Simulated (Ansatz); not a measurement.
# Si2Ni2Bi: relaxing a made-up structure

This structure for Si2Ni2Bi is made up. Its elements were placed in a known structure type with a cell scaled to their sizes. What cell does the guess relax to, and how far off was it?

Method: DFT, PBEsol, plane-wave PAW, files of the set soft_1, scalar-relativistic, ferromagnetic start, cell and ions relaxed at zero pressure; PAW set soft_1, in the first sound run; inputs show where later runs differ, in Ansatz 0.2.0.

## (1) The structure

The structure is tetragonal, space group I4/mmm (No. 139). Conventional cell: a = 3.918 Å, b = 3.918 Å, c = 9.621 Å, α = 90.00°, β = 90.00°, γ = 90.00°. Nearest to Bi lie 8 Si at 3.05 Å and 8 Ni at 3.10 Å. Nearest to Ni lie 4 Si at 2.26 Å and 4 Ni at 2.77 Å and 4 Bi at 3.10 Å. Si has 4 Ni at 2.26 Å and 1 Si at 2.56 Å and 4 Bi at 3.05 Å nearest. Farther neighbours are not listed.

## (2) Relaxation of the guess

The guessed cell has no reason to be at equilibrium. It is relaxed with the atoms, within the space group of the guess.

input.yaml reads:

```yaml
crystal:
  lattice:
    - [-1.959, 1.959, 4.8105]
    - [1.959, -1.959, 4.8105]
    - [1.959, 1.959, -4.8105]
  atoms:
    - { symbol: Bi, position: [0.0, 0.0, 0.0] }
    - { symbol: Ni, position: [0.25, 0.75, 0.5], spin: 1.0 }
    - { symbol: Ni, position: [0.75, 0.25, 0.5], spin: 1.0 }
    - { symbol: Si, position: [0.6331, 0.6331, 0.0] }
    - { symbol: Si, position: [0.3669, 0.3669, 0.0] }
magnetization:
  spin_polarized: true
kpoints:
  mp_grid: { grid: [10, 10, 10] }
scf:
  occupations: { method: fermi_dirac, width: 0.05 }
hamiltonian:
  xc: pbesol
  pseudopotentials: { kind: paw, azcp: { folder: soft_1 }, xc_functional: pbe }
relax:
  f_tol: 0.015
  max_steps: 70
  cell: {}
output:
  forces: true
  stress: true
```

Launch:

```console
> ansatz run input.yaml --threads 4 --pin off --max-ram 8192MiB --backend cpu --events-out ev --progress --plain --runs-dir out
```

Numbers of over 12 decimals in the logs are rounded to 6 here.

Log:

```text
basis.fft_grid_basis auto: the FFT boxes are laid along the combinations [[1, 0, 1], [0, 1, 1], [0, 0, 1]] of the cell's own vectors, 3.918, 3.918 and 5.551 Å long. The dense box has 27×27×40 points. Along the cell's own vectors, as sized, it would have 40×40×40, 2.19 times as many. Of the 16 symmetry operations that the crystal satisfies within crystal.symmetry.tolerance (time reversal apart; of a slab, those that k [...]
Engine: ansatz 0.2.0, x86_64-unknown-linux-gnu
Pseudopotentials: kind: paw
Pseudopotential: Bi, paw, valence charge 15, recommended cutoff 420 eV (normal), soft_1/Bi.paw.azcp
Pseudopotential: Ni, paw, valence charge 18, recommended cutoff 420 eV (normal), soft_1/Ni.paw.azcp
Pseudopotential: Si, paw, valence charge 4, recommended cutoff 420 eV (normal), soft_1/Si.paw.azcp
Functional definition: PBEsol
  exchange = pbesol_x
  correlation = pbesol_c
Crystal: 5 atoms, lattice volume = 73.845 Å³
Basis set: ecut = 420 eV, 1493 PW (Γ), FFT grids on a1+a3, a2+a3, a3, exchange–correlation on 54×54×80 points (8 copies of the dense FFT grid, shifted against one another)
Bands: 37, of which v1, the nominal top of the filled ones, is band 30 counted from 1 (29 counted from 0)
Symmetry: 16 space group operations
Space group: I4/mmm (ITA 139), of the structure as read, at distance tolerance 4.2e-5 Å
Magnetic group: BNS 139.531 (UNI 1191), of the structure as read, at distance tolerance 4.2e-5 Å
k-points: 102 of 1000
Non-local potential: Bi, projectors of the file, l = 0: 2, l = 1: 2, l = 2: 2, l = 3: 1
Non-local potential: Ni, projectors of the file, l = 0: 3, l = 1: 2, l = 2: 3, l = 3: 1
Non-local potential: Si, projectors of the file, l = 0: 2, l = 1: 2, l = 2: 1
PAW form: soft (Blöchl's): semilocal exchange-correlation on the pseudo side does not see the compensation charge
PAW frozen core: Bi, regenerated for the run's functional, and the local potential with it (the file was generated under x = pbe(κ = 0.804, μ = 0.219515), c = pbe(β = 0.066725))
PAW frozen core: Ni, regenerated for the run's functional, and the local potential with it (the file was generated under x = pbe(κ = 0.804, μ = 0.219515), c = pbe(β = 0.066725))
PAW frozen core: Si, regenerated for the run's functional, and the local potential with it (the file was generated under x = pbe(κ = 0.804, μ = 0.219515), c = pbe(β = 0.066725))
PAW one-centre angular grid: Bi, 590 points (default); XC on 64 Gauss nodes
PAW one-centre angular grid: Ni, 590 points (default); XC on 64 Gauss nodes
PAW one-centre angular grid: Si, 110 points (default); XC on 64 Gauss nodes
Initial density: superposition of atomic densities (chi_scale 0.1, normalization cell)
Starting moments: Σ|m| = 2 μB on 2 of 5 sites
Initial wavefunctions: pseudopotential atomic-orbital guess
Functional: x = pbesol(κ = 0.804, μ = 0.123457), c = pbesol(β = 0.046)
SCF iter   1: F=—  HF=-25095.309902 eV  |F-HF|=—  |Δ(HF+E_count)|=         —  Δρ=4.13e-2 (↑4.13e-2 ↓2.91e-2)  dr2=3.33e0  dr2_m=4.55e-1  M=1.098 μB ∫|m|=1.303 μB  β_m=0.30  ethr=3.10e-3  ⟨swp⟩=7.0  Hψ=32245  notcnv=0  defer=2
Mixer restart at iter 1: flushing history
preconditioner: auto → Kerker (q_TF=auto, 2.628 Å⁻¹)  [metal: Δε(μ)=0.006 eV  Ē_g=11.652 eV  σ=0.050 eV  W_gap=0.03  n_scr=32 (ndim 8)  ℏωp=28.3 eV  f_vac=0.000  D(μ)=3.24/eV (n_scr^D=32)]
spin=Collinear: Kerker preconditioning applied to the charge; magnetization (m = ρ↑ − ρ↓) channel mixes plain (no charge-response kernel on spin).
SCF iter   2: F=—  HF=-25095.773542 eV  |F-HF|=—  |Δ(HF+E_count)|=   4.64e-1  Δρ=4.43e-2 (↑2.38e-2 ↓4.43e-2)  dr2=3.36e0  dr2_m=5.79e-1  M=0.845 μB ∫|m|=1.026 μB  β_m=0.65  ethr=3.10e-3  ⟨swp⟩=2.0  Hψ=10180  notcnv=0  defer=182
SCF iter   3: F=—  HF=-25097.751357 eV  |F-HF|=—  |Δ(HF+E_count)|=    1.98e0  Δρ=3.81e-2 (↑2.16e-2 ↓3.81e-2)  dr2=2.06e0  dr2_m=5.04e-1  M=0.492 μB ∫|m|=0.671 μB  β_m=0.32  ethr=3.10e-3  ⟨swp⟩=2.9  Hψ=11210  notcnv=0  defer=324
SCF iter   4: F=—  HF=-25098.203468 eV  |F-HF|=—  |Δ(HF+E_count)|=   4.52e-1  Δρ=2.04e-2 (↑1.52e-2 ↓2.04e-2)  dr2=6.77e-1  dr2_m=1.79e-1  M=0.251 μB ∫|m|=0.376 μB  β_m=0.63  ethr=3.10e-3  ⟨swp⟩=2.3  Hψ=10397  notcnv=0  defer=338
SCF iter   5: F=—  HF=-25097.938664 eV  |F-HF|=—  |Δ(HF+E_count)|=   2.65e-1  Δρ=2.16e-2 (↑1.69e-2 ↓2.16e-2)  dr2=7.65e-1  dr2_m=4.92e-3  M=-0.082 μB ∫|m|=0.088 μB  β_m=0.81  ethr=1.15e-3  ⟨swp⟩=3.5  Hψ=13382  notcnv=0  defer=340
SCF iter   6: F=—  HF=-25098.200249 eV  |F-HF|=—  |Δ(HF+E_count)|=   2.62e-1  Δρ=1.33e-2 (↑9.53e-3 ↓1.33e-2)  dr2=2.97e-1  dr2_m=2.98e-3  M=-0.053 μB ∫|m|=0.071 μB  β_m=0.86  ethr=1.15e-3  ⟨swp⟩=2.2  Hψ=10348  notcnv=0  defer=333
SCF iter   7: F=—  HF=-25098.215261 eV  |F-HF|=—  |Δ(HF+E_count)|=         —  Δρ=6.85e-3 (↑1.08e-3 ↓6.85e-3)  dr2=3.78e-2  dr2_m=6.21e-3  M=-0.008 μB ∫|m|=0.018 μB  β_m=0.86  ethr=5.03e-4  ⟨swp⟩=2.1  Hψ=10310  notcnv=0  defer=333
Mixer restart at iter 7: flushing history
SCF iter   8: F=—  HF=-25098.233747 eV  |F-HF|=—  |Δ(HF+E_count)|=   1.85e-2  Δρ=8.05e-3 (↑8.05e-3 ↓6.36e-3)  dr2=7.84e-2  dr2_m=5.30e-4  M=-0.002 μB ∫|m|=0.006 μB  β_m=0.53  ethr=6.41e-5  ⟨swp⟩=2.2  Hψ=16325  notcnv=0  defer=328
SCF iter   9: F=—  HF=-25098.215310 eV  |F-HF|=—  |Δ(HF+E_count)|=   1.84e-2  Δρ=1.18e-3 (↑1.18e-3 ↓7.15e-4)  dr2=7.91e-4  dr2_m=4.78e-4  M=-0.002 μB ∫|m|=0.006 μB  β_m=0.70  ethr=6.41e-5  ⟨swp⟩=2.0  Hψ=14031  notcnv=0  defer=328
SCF iter  10: F=—  HF=-25098.215002 eV  |F-HF|=—  |Δ(HF+E_count)|=   3.08e-4  Δρ=6.77e-4 (↑6.77e-4 ↓4.28e-4)  dr2=4.24e-4  dr2_m=1.13e-5  M=-0.000 μB ∫|m|=0.001 μB  β_m=0.85  ethr=1.34e-6  ⟨swp⟩=2.0  Hψ=10359  notcnv=0  defer=328
SCF iter  11: F=—  HF=-25098.215032 eV  |F-HF|=—  |Δ(HF+E_count)|=   2.99e-5  Δρ=2.63e-4 (↑2.63e-4 ↓1.93e-4)  dr2=1.08e-4  dr2_m=8.51e-7  M=-0.000 μB ∫|m|=0.000 μB  β_m=0.83  ethr=7.19e-7  ⟨swp⟩=2.0  Hψ=9581  notcnv=0  defer=328
SCF iter  12: F=—  HF=-25098.215016 eV  |F-HF|=—  |Δ(HF+E_count)|=   1.59e-5  Δρ=2.79e-5 (↑2.37e-5 ↓2.79e-5)  dr2=1.35e-6  dr2_m=5.10e-9  M=0.000 μB ∫|m|=0.000 μB  β_m=0.91  ethr=1.82e-7  ⟨swp⟩=2.0  Hψ=9663  notcnv=0  defer=328
SCF iter  13: F=—  HF=-25098.215012 eV  |F-HF|=—  |Δ(HF+E_count)|=   4.04e-6  Δρ=8.36e-6 (↑6.72e-6 ↓8.36e-6)  dr2=1.11e-7  dr2_m=6.14e-10  M=0.000 μB ∫|m|=0.000 μB  β_m=0.96  ethr=2.29e-9  ⟨swp⟩=2.1  Hψ=9407  notcnv=0  defer=328
SCF iter  14: F=—  HF=-25098.215012 eV  |F-HF|=—  |Δ(HF+E_count)|=   2.10e-8  Δρ=3.42e-6 (↑3.42e-6 ↓3.24e-6)  dr2=2.59e-8  dr2_m=5.65e-12  M=0.000 μB ∫|m|=0.000 μB  β_m=0.95  ethr=1.88e-10  ⟨swp⟩=2.0  Hψ=9442  notcnv=0  defer=328
[...]
relax step   4: F+E_penalty+E_count = -25098.34838613 eV  Δ(F+E_penalty+E_count) = -3.952e-2 eV  max|allowed force component| = 7.713e-2 eV/Å  Δτ_max = 0.0368 Å  P = -0.307 GPa  Ω = 76.414 Å³  energy of the carried Pulay correction = -4.671e-4 eV  (12 SCF iters, accepted)
[...]
relax step   5: F+E_penalty+E_count = -25098.34931948 eV  Δ(F+E_penalty+E_count) = -9.334e-4 eV  max|allowed force component| = 1.073e-2 eV/Å  Δτ_max = 0.0058 Å  P = -0.007 GPa  Ω = 76.286 Å³  energy of the carried Pulay correction = -4.442e-4 eV  (7 SCF iters, dr2 threshold 5.00e-7 eV, accepted)
[...]
relax step   6: F+E_penalty+E_count = -25098.34936044 eV  Δ(F+E_penalty+E_count) = -4.096e-5 eV  max|allowed force component| = 9.950e-5 eV/Å  Δτ_max = 0.0014 Å  P = +0.006 GPa  Ω = 76.289 Å³  energy of the carried Pulay correction = -4.448e-4 eV  (8 SCF iters, dr2 threshold 1.30e-8 eV, accepted)
Initial wavefunctions: pseudopotential atomic-orbital guess (no wavefunctions were taken with the density)
iter 1 solved again at ethr=1.13e-7 eV; its pass at ethr=3.10e-3 eV (dr2=6.67e-5 eV) is discarded
SCF iter   1: F=—  HF=-25098.349819 eV  |F-HF|=—  |Δ(HF+E_count)|=         —  Δρ=3.58e-4 (↑3.58e-4 ↓3.58e-4)  dr2=1.04e-5  dr2_m=2.14e-14  M=0.000 μB ∫|m|=0.000 μB  β_m=0.65  ethr=1.13e-7  ⟨swp⟩=3.0  Hψ=53782  notcnv=0
preconditioner: auto → Kerker (q_TF=auto, 2.274 Å⁻¹)  [metal: Δε(μ)=0.007 eV  Ē_g=11.975 eV  σ=0.050 eV  W_gap=0.04  n_scr=14 (ndim 8)  ℏωp=27.9 eV  f_vac=0.000  D(μ)=2.63/eV (n_scr^D=14)]
spin=Collinear: Kerker preconditioning applied to the charge; magnetization (m = ρ↑ − ρ↓) channel mixes plain (no charge-response kernel on spin).
SCF iter   2: F=—  HF=-25098.349926 eV  |F-HF|=—  |Δ(HF+E_count)|=   1.06e-4  Δρ=1.28e-4 (↑1.28e-4 ↓1.28e-4)  dr2=1.33e-6  dr2_m=3.90e-14  M=0.000 μB ∫|m|=0.000 μB  β_m=0.58  ethr=1.77e-8  ⟨swp⟩=2.3  Hψ=9381  notcnv=0
SCF iter   3: F=—  HF=-25098.349940 eV  |F-HF|=—  |Δ(HF+E_count)|=   1.42e-5  Δρ=4.83e-5 (↑4.83e-5 ↓4.83e-5)  dr2=7.20e-7  dr2_m=1.96e-15  M=0.000 μB ∫|m|=0.000 μB  β_m=0.51  ethr=2.26e-9  ⟨swp⟩=2.0  Hψ=13592  notcnv=0
SCF iter   4: F=—  HF=-25098.349941 eV  |F-HF|=—  |Δ(HF+E_count)|=   1.56e-6  Δρ=6.24e-6 (↑6.24e-6 ↓6.24e-6)  dr2=8.23e-8  dr2_m=1.68e-15  M=0.000 μB ∫|m|=0.000 μB  β_m=0.76  ethr=1.22e-9  ⟨swp⟩=2.0  Hψ=10088  notcnv=0
SCF iter   5: F=—  HF=-25098.349942 eV  |F-HF|=—  |Δ(HF+E_count)|=   1.42e-7  Δρ=6.88e-6 (↑6.88e-6 ↓6.88e-6)  dr2=1.19e-7  dr2_m=4.19e-16  M=-0.000 μB ∫|m|=0.000 μB  β_m=0.88  ethr=1.39e-10  ⟨swp⟩=1.0  Hψ=7548  notcnv=0
SCF iter   6: F=—  HF=-25098.349942 eV  |F-HF|=—  |Δ(HF+E_count)|=   5.48e-8  Δρ=2.19e-6 (↑2.19e-6 ↓2.19e-6)  dr2=1.64e-8  dr2_m=5.16e-15  M=0.000 μB ∫|m|=0.000 μB  β_m=0.88  ethr=1.39e-10  ⟨swp⟩=2.0  Hψ=10389  notcnv=0
SCF iter   7: F=—  HF=-25098.349942 eV  |F-HF|=—  |Δ(HF+E_count)|=   6.98e-9  Δρ=1.37e-6 (↑1.37e-6 ↓1.37e-6)  dr2=4.99e-9  dr2_m=1.37e-15  M=0.000 μB ∫|m|=0.000 μB  β_m=0.91  ethr=2.78e-11  ⟨swp⟩=2.0  Hψ=9375  notcnv=0
SCF iter   8: F=—  HF=-25098.349943 eV  |F-HF|=—  |Δ(HF+E_count)|=   1.48e-6  Δρ=1.65e-7 (↑1.65e-7 ↓1.64e-7)  dr2=6.30e-11  dr2_m=3.78e-16  M=0.000 μB ∫|m|=0.000 μB  β_m=0.96  ethr=8.46e-12  ⟨swp⟩=2.0  Hψ=10994  notcnv=0
SCF iter   9: F=—  HF=-25098.349943 eV  |F-HF|=—  |Δ(HF+E_count)|=    0.00e0  Δρ=1.16e-7 (↑1.15e-7 ↓1.16e-7)  dr2=3.33e-11  dr2_m=1.31e-17  M=0.000 μB ∫|m|=0.000 μB  β_m=0.98  ethr=1.00e-12  ⟨swp⟩=2.0  Hψ=9536  notcnv=0
SCF iter  10: F=—  HF=-25098.349943 eV  |F-HF|=—  |Δ(HF+E_count)|=  1.46e-11  Δρ=5.00e-8 (↑4.99e-8 ↓5.00e-8)  dr2=6.51e-12  dr2_m=2.71e-18  M=0.000 μB ∫|m|=0.000 μB  β_m=0.98  ethr=1.00e-12  ⟨swp⟩=1.0  Hψ=7548  notcnv=0
SCF iter  11: F=-25098.349943 eV  HF=-25098.349943 eV  |F-HF|=0.00e0  |Δ(HF+E_count)|=    0.00e0  Δρ=3.83e-8 (↑3.82e-8 ↓3.83e-8)  dr2=3.83e-12  dr2_m=8.51e-20  M=0.000 μB ∫|m|=0.000 μB  ethr=1.00e-12  ⟨swp⟩=2.6  Hψ=20867  notcnv=0
the starting moments were not kept: the SCF closed with an absolute magnetisation of 3.2e-10 μB, where they sum to 2 μB in size (2 sites). That is at most 0.1 of that sum. Measured as dr2_m measures the in/out step, that magnetisation stands 0 eV from none, at or under the dr2_threshold of 5.0e-11 eV: it is no larger than a step whose dr2_m would equal this threshold.
SCF 7 converged in 11 iterations: F = -25098.349943 eV  dr2 = 3.83e-12
relax step   7: F+E_penalty+E_count = -25098.34994308 eV  Δ(F+E_penalty+E_count) = -5.826e-4 eV  max|allowed force component| = 1.393e-4 eV/Å  Δτ_max = 0.0000 Å  P = +0.017 GPa  Ω = 76.289 Å³  stress off target by 2.40e-2 GPa  SCF on the basis re-selected at this cell (its energy is not comparable with the rows above)  (11 SCF iters)
basis re-selected at this cell: Δ(F+E_penalty+E_count) = -5.826e-4 eV, ΔP = +0.012 GPa vs the last step (what re-selecting the basis moved, of the pressure what is left beyond the Pulay correction that the steps carried, after the strain that the cell walked since its last selection, with what the two solves' SCF thresholds leave and, on support functions, any second-order correction that the steps lacked; it is no m [...]
SCF converged after 11 iterations
Magnetization: 0.0000 μB (29.5000 up, 29.5000 down)
Absolute magnetization: 0.0000 μB (∫|ρ↑−ρ↓|, with the PAW one-centre terms)
Spin contamination: 0.0000 ħ² per cell (⟨S²⟩ above its minimum at these occupations)
Per-site moments (μB) at R_I (Å): [(2.842654982807268e-12, 1.276072), (8.06625755141389e-11, 0.955065), (8.066248732313182e-11, 0.955065), (2.336559835035286e-12, 0.955065), (2.336649892668214e-12, 0.955065)]
Free energy (F): -25098.349943 eV
Harris-Foulkes:  -25098.349943 eV  (|F-HF|=0.00e0)
Internal energy: -25098.328755 eV  (E = F + TS)
E sigma→0 (E₀):  -25098.339349 eV
Entropy (-TS):   -0.021188 eV (-4.238 meV/atom)
Fermi energy:    14.110150 eV
--- Per-component energies (eV) ---
  E_band       = -709.205030
  E_kinetic    = 1024.542580
  E_local      = -9051.999264  (includes V_loc(G=0)·N_el)
  E_nonlocal   = 225.917093
  E_hartree    = 4556.262820
  E_xc         = -491.454264
  E_vxc        = -523.512265  (∫ρ·V_xc dr)
  E_paw        = -14750.712128  (= ΣΔE_a)
  E_vpaw       = -1496.680459  (= ΣTr[D̂ρ^β])
  E_aug_tail   = 0.001893  (compensation charges beyond the density's cutoff)
  E_ewald      = -6611.434981
  E_core_change = 0.547494  (= ΣΔE_core)
  E_smearing   = -0.021188  (= −TS)
  E_closure    = 0.000000  (closes the sum)
  Σ components = -25098.349943   (vs F -25098.349943, Δ=0.00e0)
--- Forces (eV/Å), atoms counted from 1 ---
  atom   1  Bi     0.00000000     0.00000000    -0.00000000
  atom   2  Ni     0.00000000    -0.00000000     0.00000000
  atom   3  Ni     0.00000000    -0.00000000     0.00000000
  atom   4  Si     0.00000000     0.00000000     0.00013927
  atom   5  Si    -0.00000000     0.00000000    -0.00013927
  max |Σ_I F_I| component: 2.82e-18 eV/Å
--- Stress (GPa, compression-positive) ---
        0.023960      -0.000000       0.000000
       -0.000000       0.023960      -0.000000
        0.000000      -0.000000       0.004474
  P = ⅓ Tr σ = 0.0175 GPa (0.175 kbar)
--- Relaxed structure (6 steps of the walk, 5 accepted, 1 SCFs on fresh bases) ---
  F+E_penalty+E_count = -25098.34994308 eV   max|allowed force component| = 1.393e-4 eV/Å   (the final SCF, on the basis selected at the relaxed cell)
  cell:  # Å, volume = 76.2893 Å³
    - [-2.015973, 2.015973, 4.692822]
    - [2.015973, -2.015973, 4.692822]
    - [2.015973, 2.015973, -4.692822]
  atoms:
    - { symbol: Bi, position: [-1.0818356569858479e-19, -1.0818356569858468e-19, 0] }
    - { symbol: Ni, position: [0.250000, 0.75, 0.500000] }
    - { symbol: Ni, position: [0.75, 0.250000, 0.500000] }
    - { symbol: Si, position: [0.628682, 0.628682, 0] }
    - { symbol: Si, position: [0.371318, 0.371318, 0] }
```

Wall time 48 s (4 threads of Intel Xeon Platinum 8488C (Sapphire Rapids), shared host); peak memory 0.75 GiB.

Relaxation path:

```
step  energy less that of the first step (eV)  largest force component (eV/Å)  pressure (GPa)  volume (Å³)
   1                                   0.0000                          0.9586            6.06        73.84
   2                                  -0.0939                          0.6230            2.18        75.46
   3                                  -0.0900                          0.7580            2.75        74.79
   4                                  -0.1334                          0.0771           -0.31        76.41
   5                                  -0.1343                          0.0107           -0.01        76.29
   6                                  -0.1343                          0.0001            0.01        76.29
  7*                                  -0.1349                          0.0001            0.02        76.29
```

Relaxation steps marked * repeat the geometry before them on a plane-wave basis chosen anew for their cell, so energy and pressure can jump there. Relaxation step 3 was tried and not accepted.

Forces are held to the 16 operations that the run works with; a distortion that breaks them can't arise in this run.

```csv
"conventional cell, symmetrised",before,after,change
a (Å),3.918,4.032,+2.9 %
b (Å),3.918,4.032,+2.9 %
c (Å),9.621,9.386,-2.4 %
volume (Å³/atom),14.77,15.26,+3.3 %
```

The atoms that moved most (Å, as changes of fractional coordinates times the final cell):

| atom | dx | dy | dz | length |
| --- | --- | --- | --- | --- |
| Si4 | 0.000 | 0.000 | -0.041 | 0.041 |
| Si5 | 0.000 | 0.000 | 0.041 | 0.041 |

Final coordinates:

```cif
data_structure
_symmetry_space_group_name_H-M 'P 1'
_symmetry_Int_Tables_number 1
_cell_length_a 5.4910
_cell_length_b 5.4910
_cell_length_c 5.4910
_cell_angle_alpha 136.921
_cell_angle_beta 136.921
_cell_angle_gamma 62.560
_cell_volume 76.29
loop_
_atom_site_label
_atom_site_type_symbol
_atom_site_fract_x
_atom_site_fract_y
_atom_site_fract_z
_atom_site_occupancy
Bi1 Bi 0.00000 0.00000 0.00000 1
Ni2 Ni 0.25000 0.75000 0.50000 1
Ni3 Ni 0.75000 0.25000 0.50000 1
Si4 Si 0.62868 0.62868 0.00000 1
Si5 Si 0.37132 0.37132 0.00000 1
```

Numbers from this step:

- free energy: -25098.3499 eV
- energy at zero smearing: -25098.3393 eV
- smearing term TS: 0.02119 eV
- Fermi energy: 14.11 eV
- electrons: 59
- symmetry operations: 16
- pressure: 0.01746 GPa

Shortest distances by pair of elements, guess and relaxed (not always the same contact):

| pair | guess (Å) | relaxed (Å) |
| --- | --- | --- |
| Ni–Si | 2.259 | 2.315 |
| Si–Si | 2.561 | 2.416 |
| Ni–Ni | 2.770 | 2.851 |
| Bi–Ni | 3.102 | 3.094 |
| Bi–Si | 3.052 | 3.096 |

The relaxation ends with a largest force component of 1.4e-4 eV/Å and a pressure of 0.02 GPa. No moment survives the cycle: this start ends non-magnetic.

(Continued in part 2 of 2.)

[Logs are printed without paths, hosts, clocks, repeated set-up lines and the standing remarks that a program may print on its own settings, such as how far it seeks lower states.]

[Hosts, paths, dates, database ids (printed as entryN), source tags and the programs' standing remarks are cut or masked in the printed files.]
